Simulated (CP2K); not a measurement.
Trifluoroethanol has these distinct C atoms: C2 (bonded to C, O and 2 H) and C3 (bonded to C and 3 F).

```xyz
9

O    -1.6150   -0.2618    0.1816
C    -0.4088    0.4677    0.3614
C     0.8197   -0.2955   -0.1322
F     0.6758   -0.6269   -1.4627
F     1.9513    0.4696   -0.0047
F     1.0394   -1.4535    0.5478
H    -1.7541   -0.3835   -0.7746
H    -0.2916    0.6413    1.4381
H    -0.4167    1.4425   -0.1546
```

Their partial C K spectra (CP2K XAS_TDP, all-electron GAPW, PBEh(45%), aug-cc-pVDZ, TDA, GW2X-corrected core level, no relativity) are given in random order, each times the number of alike atoms.

Gaussian full width 0.5 eV, oscillator strength per eV, alike atoms added, rows of zeros left out:

```csv
E (eV),curve 1,curve 2
291.50,0.003,0.000
291.75,0.025,0.000
292.00,0.053,0.000
292.25,0.029,0.000
292.50,0.006,0.000
292.75,0.021,0.000
293.00,0.062,0.000
293.25,0.059,0.000
293.50,0.017,0.000
293.75,0.003,0.000
294.00,0.008,0.000
294.25,0.014,0.000
294.50,0.027,0.000
294.75,0.039,0.000
295.00,0.030,0.000
295.25,0.011,0.000
295.50,0.010,0.000
295.75,0.032,0.000
296.00,0.044,0.001
296.25,0.041,0.015
296.50,0.026,0.100
296.75,0.019,0.214
297.00,0.026,0.217
297.25,0.028,0.096
297.50,0.025,0.013
297.75,0.013,0.001
298.00,0.004,0.009
298.25,0.005,0.033
298.50,0.007,0.033
298.75,0.008,0.022
299.00,0.009,0.058
299.25,0.008,0.062
299.50,0.006,0.022
299.75,0.007,0.009
300.00,0.006,0.020
300.25,0.009,0.029
300.50,0.022,0.015
300.75,0.019,0.012
301.00,0.026,0.016
301.25,0.035,0.014
301.50,0.020,0.016
301.75,0.016,0.020
```

Q: Which curve belongs to which atom?

Curve 1: C2 (bonded to C, O and 2 H), leading line at 292.01 eV (f = 0.029 an atom), ionisation energy 295.09 eV, term value 3.08 eV. Curve 2: C3 (bonded to C and 3 F), leading line at 296.70 eV (f = 0.078 an atom), ionisation energy 300.32 eV, term value 3.62 eV. The leading line of an atom is its first one with 35 % of the strongest within 2.5 eV of its lowest line over the strength cut. A line lies at the core ionisation energy, which rises as an atom loses charge to its neighbours or to a π system, less the term value, which is large for a low π* or σ* orbital with weight on that atom.

[Banner, clock and machine lines of the logs are left out without a mark of their own.]

[Logs are printed without paths, hosts, clocks, repeated set-up lines and the standing remarks that a program may print on its own settings, such as how far it seeks lower states.]

[Hosts, paths, dates, database ids (printed as entryN), source tags and the programs' standing remarks are cut or masked in the printed files.]
